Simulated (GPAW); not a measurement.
## Screening of a field by Cr2CO2 MXene monolayer

Wanted: the out-of-plane polarisability of Cr2CO2 MXene monolayer.

Method: GPAW, PAW setups; layer in a repeated cell with vacuum, relaxation of atoms and in-plane cell, in the first sound run; inputs show where later runs differ, in GPAW 26.7.0.

## (1) The structure

The cell holds 5 atoms: 2 O, 2 Cr and 1 C. Its edges and angles: a = 2.836 Å, b = 2.836 Å, c = 18.209 Å, α = 90.0°, β = 90.0°, γ = 120.0°. Vacuum lies along c.

## (2) Relaxation

Forces are removed first; all later runs use this geometry.

run.py reads:

```python
import json
import numpy as np
from ase import Atoms
from ase.filters import FrechetCellFilter
from ase.optimize import BFGS
from gpaw import GPAW, PW

slab = Atoms(
    ['O', 'Cr', 'C', 'Cr', 'O'],
    positions=[
        [-0.00000, 1.63735, 7.00000],
        [1.41799, 0.81868, 7.98539],
        [0.00000, 0.00000, 9.10439],
        [-0.00000, 1.63735, 10.22339],
        [1.41799, 0.81868, 11.20879]],
    cell=[[2.83598, 0.0, 0.0], [-1.41799, 2.45603, 0.0], [0.0, 0.0, 18.2088]],
    pbc=[True, True, True],
    magmoms=[0.0, 2.0, 0.0, 2.0, 0.0])

slab.calc = GPAW(mode=PW(600), xc='PBE', kpts={'size': (12, 12, 1), 'gamma': True},
                 occupations={'name': 'fermi-dirac', 'width': 0.05}, nbands='160%',
                 convergence={'density': 1e-05}, maxiter=200,
                 symmetry={'tolerance': 1e-3}, txt='slab.txt')
result = {}
# The in-plane cell is free; stress needs a cell that repeats along all three vectors
path = []
opt = BFGS(FrechetCellFilter(slab, mask=[1, 1, 0, 0, 0, 1]), maxstep=0.2)
opt.attach(lambda: path.append((slab.get_potential_energy(), slab.positions.tolist(), slab.get_forces().tolist())))
result['relaxed'] = bool(opt.run(fmax=0.02, steps=45))
result['path'] = path
result['cell'] = slab.cell.tolist()
print('in-plane lattice', slab.cell.cellpar().round(4)[[0, 1, 5]])
energy = slab.get_potential_energy()
fermi = slab.calc.get_fermi_level()
v = slab.calc.get_electrostatic_potential().mean((0, 1)) - fermi
n = slab.calc.get_pseudo_density().mean((0, 1))
L = slab.cell[2, 2]
z = np.arange(len(v)) * L / len(v)
low, high = slab.positions[:, 2].min(), slab.positions[:, 2].max()
below, above = np.interp([low - 4.8, high + 4.8], z, v)
slopes = [np.interp(x, z, np.gradient(v, z)) for x in (low - 4.8, high + 4.8)]
eps = np.array([[slab.calc.get_eigenvalues(k, s) for k in range(len(slab.calc.get_ibz_k_points()))]
                for s in range(slab.calc.get_number_of_spins())]) - fermi
top, bottom = eps[eps < 0].max(), eps[eps > 0].min()
dipole = slab.get_dipole_moment()[2]
print(f'energy {energy:.4f} eV, Fermi level {fermi:.4f} eV, dipole {dipole:.5f} e A')
print(f'potential 4.8 A off the faces, from the Fermi level: lower {below:.4f} eV, upper {above:.4f} eV')
print(f'slope of the potential there: lower {slopes[0]:.5f}, upper {slopes[1]:.5f} eV/A')
print(f'nearest levels on the mesh: {top:.4f} and {bottom:.4f} eV')
print('magnetic moment', round(slab.get_magnetic_moment(), 3))
result.update(energy=energy, fermi=fermi, dipole=dipole, below=below, above=above, slopes=slopes, edges=[top, bottom],
              z=z.tolist(), v=v.tolist(), n=n.tolist(), positions=slab.positions.tolist(),
              forces=slab.get_forces(apply_constraint=False).tolist(), moments=slab.get_magnetic_moments().tolist())
json.dump(result, open('result.json', 'w'))
```

The run is started by

```
$ OMP_NUM_THREADS=1 OPENBLAS_NUM_THREADS=1 python run.py
```

Log:

```text
Step          Energy          fmax
BFGS:    0      -42.052421        1.231564
BFGS:    1      -42.136165        0.978626
BFGS:    2      -42.459445        0.715628
BFGS:    3      -42.481176        0.462236
BFGS:    4      -42.497411        0.062545
BFGS:    5      -42.496817        0.033061
BFGS:    6      -42.496372        0.025820
BFGS:    7      -42.495580        0.019787
in-plane lattice [  2.8856   2.8856 120.    ]
energy -42.4848 eV, Fermi level -1.1081 eV, dipole 0.00002 e A
potential 4.8 A off the faces, from the Fermi level: lower 6.4323 eV, upper 6.4334 eV
slope of the potential there: lower -0.00064, upper 0.00010 eV/A
nearest levels on the mesh: -0.0233 and 0.0048 eV
magnetic moment 3.992
```

Elapsed: 10 min, on 1 thread of Intel Xeon Platinum 8375C at 2.90GHz (Ice Lake), shared host; peak memory 0.41 GiB.

Numbers from this step:

- dipole along the normal: 1.72e-5 e·Å
- levels nearest the Fermi level on the mesh: -0.02330, 0.004810 eV from the Fermi level
- site moments: -0.01881, 2.043, -0.1299, 2.043, -0.01881 μB
- sum of the site moments: 3.918 μB

The electrostatic potential energy of an electron (without an applied field's), less the Fermi level, planar mean oscillates, so the rows of the table below give means over windows of 1.39 Å about each position, cut where the curve ends. Its maxima inside the range that stand out by 2 % of the span (Å: eV): 7.2: -10.8, 8.6: -5.89, 9.6: -5.89, 11.0: -10.8. Its minima: 6.9: -13.1, 7.8: -18.7, 9.1: -12.8, 10.4: -18.7, 11.3: -13.1.

Table of electrostatic potential energy of an electron (without an applied field's), less the Fermi level, planar mean by z; means over each step:

```tsv
z (Å)	electrostatic potential energy of an electron (without an applied field's), less the Fermi level, planar mean (eV)
0.69	6.43
2.08	6.43
3.48	6.43
4.87	6.39
6.26	0.191
7.65	-14.0
9.04	-8.42
10.43	-13.5
11.82	-1.66
13.21	6.36
14.60	6.43
15.99	6.43
17.38	6.43
```

Pseudo valence density, planar mean against z:

```tsv
z (Å)	pseudo valence density, planar mean (e/Å³)
0.00	0
0.52	0
1.04	0
1.39	0
1.91	0
2.43	0
2.95	2.3e-6
3.47	8.7e-6
3.82	2.8e-5
4.34	1.8e-4
4.86	0.00117
5.38	0.00814
5.90	0.0616
6.42	0.453
6.76	0.989
7.28	0.780
7.80	0.672
8.32	0.479
8.84	0.550
9.19	0.558
9.71	0.487
10.23	0.607
10.75	0.676
11.27	1.06
11.62	0.738
12.14	0.123
12.66	0.0159
13.18	0.00224
13.70	3.4e-4
14.22	5.4e-5
14.57	1.7e-5
15.09	2.7e-6
15.61	1.4e-6
16.13	0
16.65	0
16.99	0
17.52	0
18.04	0
```

Site moment by atom:

```tsv
atom	site moment (μB)
O1	-0.02
Cr2	2.04
C3	-0.13
Cr4	2.04
O5	-0.02
```

The relaxation lowered the energy of the cell by 0.445 eV (energies extrapolated to zero smearing; the optimiser's log prints free energies). The largest force left on a free atom is 0.020 eV/Å.

## (3) The slab's potential

The work function is the vacuum plateau of the electrostatic potential less the Fermi level; a dipole layer lets the two faces have plateaus of their own.

This step: GPAW, PAW setups; slab in vacuum (GPAW 26.7.0).

The cell differs from the one that the last finished run ended in (c 18.209 → 18.474 Å).

Edit run.py of step 2 so:

```diff
@@ -3,4 +3,2 @@
 from ase import Atoms
-from ase.filters import FrechetCellFilter
-from ase.optimize import BFGS
 from gpaw import GPAW, PW
@@ -10,24 +8,17 @@
     positions=[
-        [-0.00000, 1.63735, 7.00000],
-        [1.41799, 0.81868, 7.98539],
-        [0.00000, 0.00000, 9.10439],
-        [-0.00000, 1.63735, 10.22339],
-        [1.41799, 0.81868, 11.20879]],
-    cell=[[2.83598, 0.0, 0.0], [-1.41799, 2.45603, 0.0], [0.0, 0.0, 18.2088]],
-    pbc=[True, True, True],
+        [-0.00000, 1.66600, 7.00000],
+        [1.44280, 0.83301, 7.94698],
+        [-0.00000, 0.00000, 9.23723],
+        [-0.00000, 1.66600, 10.52748],
+        [1.44280, 0.83301, 11.47447]],
+    cell=[[2.88561, -0.0, 0.0], [-1.4428, 2.49901, 0.0], [0.0, 0.0, 18.4745]],
+    pbc=[True, True, False],
     magmoms=[0.0, 2.0, 0.0, 2.0, 0.0])
 
-slab.calc = GPAW(mode=PW(600), xc='PBE', kpts={'size': (12, 12, 1), 'gamma': True},
+slab.calc = GPAW(mode=PW(500), xc='PBE', kpts={'size': (12, 12, 1), 'gamma': True},
                  occupations={'name': 'fermi-dirac', 'width': 0.05}, nbands='160%',
                  convergence={'density': 1e-05}, maxiter=200,
+                 poissonsolver={'dipolelayer': 'xy'},
                  symmetry={'tolerance': 1e-3}, txt='slab.txt')
 result = {}
-# The in-plane cell is free; stress needs a cell that repeats along all three vectors
-path = []
-opt = BFGS(FrechetCellFilter(slab, mask=[1, 1, 0, 0, 0, 1]), maxstep=0.2)
-opt.attach(lambda: path.append((slab.get_potential_energy(), slab.positions.tolist(), slab.get_forces().tolist())))
-result['relaxed'] = bool(opt.run(fmax=0.02, steps=45))
-result['path'] = path
-result['cell'] = slab.cell.tolist()
-print('in-plane lattice', slab.cell.cellpar().round(4)[[0, 1, 5]])
 energy = slab.get_potential_energy()
```

Log:

```text
energy -41.7870 eV, Fermi level -1.1745 eV, dipole -0.00019 e A
potential 4.8 A off the faces, from the Fermi level: lower 6.4182 eV, upper 6.4294 eV
slope of the potential there: lower -0.00023, upper 0.00023 eV/A
nearest levels on the mesh: -0.0207 and 0.0041 eV
magnetic moment 3.991
```

The job ended after 46 s (1 thread; peak memory 0.25 GiB).

Numbers from this step:

```
dipole along the normal                    : -1.91e-4 e·Å
levels nearest the Fermi level on the mesh : -0.02071, 0.004098 eV from the Fermi level
upper work function                        : 6.429 eV
lower work function                        : 6.418 eV
site moments                               : -0.01907, 2.042, -0.1300, 2.042, -0.01907 μB
sum of the site moments                    : 3.915 μB
```

The electrostatic potential energy of an electron (without an applied field's), less the Fermi level, planar mean oscillates, so the rows of the table below give means over windows of 1.44 Å about each position, cut where the curve ends. Its maxima inside the range that stand out by 2 % of the span (Å: eV): 7.3: -10.9, 8.8: -5.93, 9.7: -5.93, 11.2: -10.9. Its minima: 7.0: -13.1, 8.0: -18.6, 9.2: -12.8, 10.5: -18.6, 11.5: -13.0.

The electrostatic potential energy of an electron (without an applied field's), less the Fermi level, planar mean by z; means over each step:

z (Å), electrostatic potential energy of an electron (without an applied field's), less the Fermi level, planar mean (eV) and a bar from the least value:
```
     0.72        6.4 ##############################
     2.16        6.4 ##############################
     3.60        6.4 ##############################
     5.04        6.4 ##############################
     6.48       -1.1 ###################
     7.92      -13.4 #
     9.36       -8.5 ########
    10.80      -14.2 
    12.24        2.1 ########################
    13.68        6.4 ##############################
    15.12        6.4 ##############################
    16.56        6.4 ##############################
    18.00        6.4 ##############################
```

The pseudo valence density, planar mean by z:

```tsv
z (Å)	pseudo valence density, planar mean (e/Å³)
4.0	3.9e-5
4.5	2.2e-4
5.0	0.00126
5.5	0.00847
6.0	0.0578
6.5	0.394
7.0	1.02
7.5	0.718
8.0	0.645
8.5	0.480
9.0	0.550
9.5	0.547
10.0	0.479
10.5	0.653
11.0	0.740
11.5	1.02
12.0	0.364
12.5	0.0505
13.0	0.00772
13.5	0.00117
14.0	2.0e-4
14.5	3.6e-5
```

Force by atom:

```tsv
atom	x (eV/Å)	y (eV/Å)	z (eV/Å)	size
O1	0.000	0.000	-0.103	0.103
Cr2	0.000	0.000	0.007	0.007
C3	0.000	0.000	0.000	0.000
Cr4	0.000	0.000	-0.007	0.007
O5	0.000	0.000	0.103	0.103
```

The potential is flat to 2.3e-4 eV/Å where it is read, so the vacuum is wide enough.

## (4) In a field

A uniform field along the normal polarises the slab; the atoms stay fixed, so this is the electronic response alone.

Edit run.py of step 3 so:

```diff
@@ -4,2 +4,3 @@
 from gpaw import GPAW, PW
+from gpaw.external import ConstantElectricField
 
@@ -21,2 +22,3 @@
                  poissonsolver={'dipolelayer': 'xy'},
+                 external=ConstantElectricField(-0.2, [0, 0, 1]),
                  symmetry={'tolerance': 1e-3}, txt='slab.txt')
```

Log:

```text
energy -41.7905 eV, Fermi level -1.1751 eV, dipole -0.04426 e A
potential 4.8 A off the faces, from the Fermi level: lower 5.8694 eV, upper 6.9801 eV
slope of the potential there: lower -0.00021, upper 0.00022 eV/A
nearest levels on the mesh: -0.0203 and 0.0038 eV
magnetic moment 3.991
```

Wall time 5.5 min (1 thread); peak memory 0.49 GiB.

Numbers from this step:

- dipole along the normal: -0.04426 e·Å
- levels nearest the Fermi level on the mesh: -0.02033, 0.003784 eV from the Fermi level
- site moments: -0.01944, 2.038, -0.1300, 2.046, -0.01870 μB
- potential below the slab, the applied field's own ramp left out: 5.869 eV from the Fermi level
- potential above the slab, the applied field's own ramp left out: 6.980 eV from the Fermi level

The electrostatic potential energy of an electron (without an applied field's), less the Fermi level, planar mean oscillates, so the rows of the table below give means over windows of 1.44 Å about each position, cut where the curve ends. Its maxima inside the range that stand out by 2 % of the span (Å: eV): 7.3: -11.2, 8.8: -6.02, 9.7: -5.83, 11.2: -10.5. Its minima: 7.0: -13.5, 8.0: -18.8, 9.2: -12.8, 10.5: -18.4, 11.5: -12.6.

Electrostatic potential energy of an electron (without an applied field's), less the Fermi level, planar mean against z; means over each step:

```tsv
z (Å)	electrostatic potential energy of an electron (without an applied field's), less the Fermi level, planar mean (eV)
0.72	5.94
2.16	5.87
3.60	5.87
5.04	5.82
6.48	-1.63
7.92	-13.6
9.36	-8.50
10.80	-13.9
12.24	2.57
13.68	6.95
15.12	6.98
16.56	6.98
18.00	6.93
```

Force by atom:

```tsv
atom	x (eV/Å)	y (eV/Å)	z (eV/Å)	size
O1	0.000	-0.001	-0.061	0.061
Cr2	0.000	0.000	-0.039	0.039
C3	0.000	0.000	0.006	0.006
Cr4	0.000	0.000	-0.051	0.051
O5	0.000	0.001	0.147	0.147
```

The dipole is now -0.0443 e Å, against -1.9e-4 in the run without a field.

## (5) In a field

Edit run.py of step 4 so:

```diff
@@ -22,3 +22,3 @@
                  poissonsolver={'dipolelayer': 'xy'},
-                 external=ConstantElectricField(-0.2, [0, 0, 1]),
+                 external=ConstantElectricField(-0.1, [0, 0, 1]),
                  symmetry={'tolerance': 1e-3}, txt='slab.txt')
```

Log:

```text
energy -41.7872 eV, Fermi level -1.1745 eV, dipole -0.02214 e A
potential 4.8 A off the faces, from the Fermi level: lower 6.1461 eV, upper 6.7016 eV
slope of the potential there: lower -0.00021, upper 0.00021 eV/A
nearest levels on the mesh: -0.0203 and 0.0038 eV
magnetic moment 3.991
```

Wall time 5.1 min (1 thread); peak memory 0.49 GiB.

This step gave:

* dipole along the normal: -0.02214 e·Å
* levels nearest the Fermi level on the mesh: -0.02032, 0.003780 eV from the Fermi level
* site moments: -0.01926, 2.040, -0.1300, 2.044, -0.01888 μB
* potential below the slab, the applied field's own ramp left out: 6.146 eV from the Fermi level
* potential above the slab, the applied field's own ramp left out: 6.702 eV from the Fermi level

The electrostatic potential energy of an electron (without an applied field's), less the Fermi level, planar mean oscillates, so the rows of the table below give means over windows of 1.44 Å about each position, cut where the curve ends. Its maxima inside the range that stand out by 2 % of the span (Å: eV): 7.3: -11.1, 8.8: -5.97, 9.7: -5.88, 11.2: -10.7. Its minima: 7.0: -13.3, 8.0: -18.7, 9.2: -12.8, 10.5: -18.5, 11.5: -12.8.

The electrostatic potential energy of an electron (without an applied field's), less the Fermi level, planar mean by z; means over each step:

```tsv
z (Å)	electrostatic potential energy of an electron (without an applied field's), less the Fermi level, planar mean (eV)
0.72	6.18
2.16	6.15
3.60	6.14
5.04	6.09
6.48	-1.38
7.92	-13.5
9.36	-8.51
10.80	-14.0
12.24	2.32
13.68	6.68
15.12	6.70
16.56	6.70
18.00	6.68
```

Force by atom:

```tsv
atom	x (eV/Å)	y (eV/Å)	z (eV/Å)	size
O1	0.000	-0.001	-0.082	0.082
Cr2	0.000	0.000	-0.016	0.016
C3	0.000	0.000	0.003	0.003
Cr4	0.000	0.000	-0.029	0.029
O5	0.000	0.001	0.125	0.125
```

The dipole is now -0.0221 e Å, against -1.9e-4 in the run without a field.

## (6) Field on

Edit run.py of step 5 so:

```diff
@@ -22,3 +22,3 @@
                  poissonsolver={'dipolelayer': 'xy'},
-                 external=ConstantElectricField(-0.1, [0, 0, 1]),
+                 external=ConstantElectricField(-0.05, [0, 0, 1]),
                  symmetry={'tolerance': 1e-3}, txt='slab.txt')
```

Log:

```text
energy -41.7864 eV, Fermi level -1.1743 eV, dipole -0.01106 e A
potential 4.8 A off the faces, from the Fermi level: lower 6.2848 eV, upper 6.5624 eV
slope of the potential there: lower -0.00021, upper 0.00021 eV/A
nearest levels on the mesh: -0.0203 and 0.0038 eV
magnetic moment 3.991
```

The job ended after 4.4 min (1 thread; peak memory 0.49 GiB).

## (7) Field on

Edit run.py of step 6 so:

```diff
@@ -22,3 +22,3 @@
                  poissonsolver={'dipolelayer': 'xy'},
-                 external=ConstantElectricField(-0.05, [0, 0, 1]),
+                 external=ConstantElectricField(0.05, [0, 0, 1]),
                  symmetry={'tolerance': 1e-3}, txt='slab.txt')
```

Log:

```text
energy -41.7864 eV, Fermi level -1.1743 eV, dipole 0.01106 e A
potential 4.8 A off the faces, from the Fermi level: lower 6.5623 eV, upper 6.2849 eV
slope of the potential there: lower -0.00021, upper 0.00021 eV/A
nearest levels on the mesh: -0.0203 and 0.0038 eV
magnetic moment 3.991
```

Wall time 4.2 min (1 thread); peak memory 0.49 GiB.

The electrostatic potential energy of an electron (without an applied field's), less the Fermi level, planar mean oscillates, so the rows of the table below give means over windows of 1.44 Å about each position, cut where the curve ends. Its maxima inside the range that stand out by 2 % of the span (Å: eV): 7.3: -10.8, 8.8: -5.90, 9.7: -5.95, 11.2: -11.0. Its minima: 7.0: -12.9, 8.0: -18.5, 9.2: -12.8, 10.5: -18.7, 11.5: -13.2.

Table of electrostatic potential energy of an electron (without an applied field's), less the Fermi level, planar mean by z; means over each step:

```tsv
z (Å)	electrostatic potential energy of an electron (without an applied field's), less the Fermi level, planar mean (eV)
0.72	6.54
2.16	6.56
3.60	6.56
5.04	6.51
6.48	-1.02
7.92	-13.3
9.36	-8.53
10.80	-14.2
12.24	1.94
13.68	6.26
15.12	6.28
16.56	6.29
18.00	6.30
```

## (8) In a field

Edit run.py of step 7 so:

```diff
@@ -22,3 +22,3 @@
                  poissonsolver={'dipolelayer': 'xy'},
-                 external=ConstantElectricField(0.05, [0, 0, 1]),
+                 external=ConstantElectricField(0.1, [0, 0, 1]),
                  symmetry={'tolerance': 1e-3}, txt='slab.txt')
```

Log:

```text
energy -41.7872 eV, Fermi level -1.1745 eV, dipole 0.02213 e A
potential 4.8 A off the faces, from the Fermi level: lower 6.7015 eV, upper 6.1462 eV
slope of the potential there: lower -0.00021, upper 0.00021 eV/A
nearest levels on the mesh: -0.0203 and 0.0038 eV
magnetic moment 3.991
```

Elapsed: 5 min, on 1 thread; peak memory 0.49 GiB.

The electrostatic potential energy of an electron (without an applied field's), less the Fermi level, planar mean oscillates, so the rows of the table below give means over windows of 1.44 Å about each position, cut where the curve ends. Its maxima inside the range that stand out by 2 % of the span (Å: eV): 7.3: -10.7, 8.8: -5.88, 9.7: -5.97, 11.2: -11.1. Its minima: 7.0: -12.8, 8.0: -18.5, 9.2: -12.8, 10.5: -18.7, 11.5: -13.3.

Electrostatic potential energy of an electron (without an applied field's), less the Fermi level, planar mean against z; means over each step:

z (Å), electrostatic potential energy of an electron (without an applied field's), less the Fermi level, planar mean (eV) and a bar from the least value:
```
     0.72        6.7 ##############################
     2.16        6.7 ##############################
     3.60        6.7 ##############################
     5.04        6.6 ##############################
     6.48       -0.9 ###################
     7.92      -13.3 ##
     9.36       -8.5 ########
    10.80      -14.3 
    12.24        1.8 #######################
    13.68        6.1 #############################
    15.12        6.1 #############################
    16.56        6.1 #############################
    18.00        6.2 #############################
```

The dipole is now 0.0221 e Å, against -1.9e-4 in the run without a field.

(Continued in part 2 of 2.)

[Logs are printed without paths, hosts, clocks, repeated set-up lines and the standing remarks that a program may print on its own settings, such as how far it seeks lower states.]

[Hosts, paths, dates, database ids (printed as entryN), source tags and the programs' standing remarks are cut or masked in the printed files.]
